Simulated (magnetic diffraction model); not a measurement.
**Magnetic neutron pattern of CeTiFe**

Space group P6_3/mmc (no. 194), a = 4.1920 Å, c = 7.6410 Å.

```
site  atom    x    y    z
  2a    Ce    0    0    0
  2c    Fe  2/3  1/3  3/4
  2d    Ti  2/3  1/3  1/4
```

This is a made-up structure (elements placed in a structure type, unrelaxed), so the numbers test the method and describe no known phase.

Only Ce and Fe are taken to order (form factors of Ce3+ and Fe2+); orders and moment sizes are assumed, and not adapted to the symmetry. Radiation: neutrons of λ = 2.52 Å, 5° to 100°; isotropic B of 0.14 Å² (Ce), 0.18 Å² (Fe) and 0.23 Å² (Ti). Simulated constant-wavelength pattern: nuclear and magnetic terms add, the magnetic one as |2.695 fm × Σ f S⊥ exp(2πi Q·r) exp(−B s²)|², summed over all Q at one angle with the factor 1/(sin²θ cos θ). For collinear order S is the moment m, which repeats by lattice and centring translations R with the sign exp(−2πi k·R). Free-ion form factors, Sears's scattering lengths of 1992, no absorption; a label names one of the reflections at its angle. The strongest nuclear line in the range is 100, and lines under 0.2 are left out.

Assume the order k = (0 1/2 0), collinear moments along [101], 1.8 μB on Ce and 0.89 μB on Fe; signs + at (0, 0, 0), − at (0, 0, 1/2), + at (2/3, 1/3, 3/4), + at (1/3, 2/3, 1/4).

Predict the pattern, nuclear and magnetic parts apart.

```tsv
2θ (°)	index	nuclear	magnetic
19.99	(0 1/2 0)	0.0	2.4
27.70	(0 1/2 1)	0.0	9.7
38.51	(0 0 2)	0.2	0.0
40.10	(1 -1/2 1)	0.0	5.2
40.62	(1 0 0)	1.6	0.0
43.76	(0 1/2 2)	0.0	0.3
45.20	(1 0 1)	100.0	0.0
54.66	(1 1/2 0)	0.0	0.4
57.21	(1 0 2)	33.4	0.0
58.40	(1 1/2 1)	0.0	5.3
63.24	(0 1/2 3)	0.0	0.8
66.20	(0 3/2 1)	0.0	2.5
68.85	(1 1/2 2)	0.0	0.3
70.74	(-1 1/2 3)	0.0	0.9
73.90	(1 1 0)	22.1	0.0
74.36	(1 0 3)	46.2	0.0
80.64	(2 -1/2 1)	0.0	2.5
82.54	(0 0 4)	6.5	0.0
84.90	(1 1/2 3)	0.0	1.6
86.58	(1 1 2)	0.4	0.0
87.92	(2 0 0)	0.5	0.0
91.03	(2 0 1)	37.4	0.0
91.81	(0 3/2 3)	0.0	0.9
96.38	(1 0 4)	1.0	0.0
```

The strongest magnetic line in the range is (0 1/2 1) at 27.70° (9.7). On top of the Lorentz factor, which all lines share, magnetic lines fade with angle because f falls: for Ce3+ it is 0.96, 0.86, 0.71 and 0.43 at sin θ/λ = 0.1, 0.2, 0.3 and 0.5 Å⁻¹, while nuclear lengths stay constant. The order has no net moment.

[Logs are printed without paths, hosts, clocks, repeated set-up lines and the standing remarks that a program may print on its own settings, such as how far it seeks lower states.]
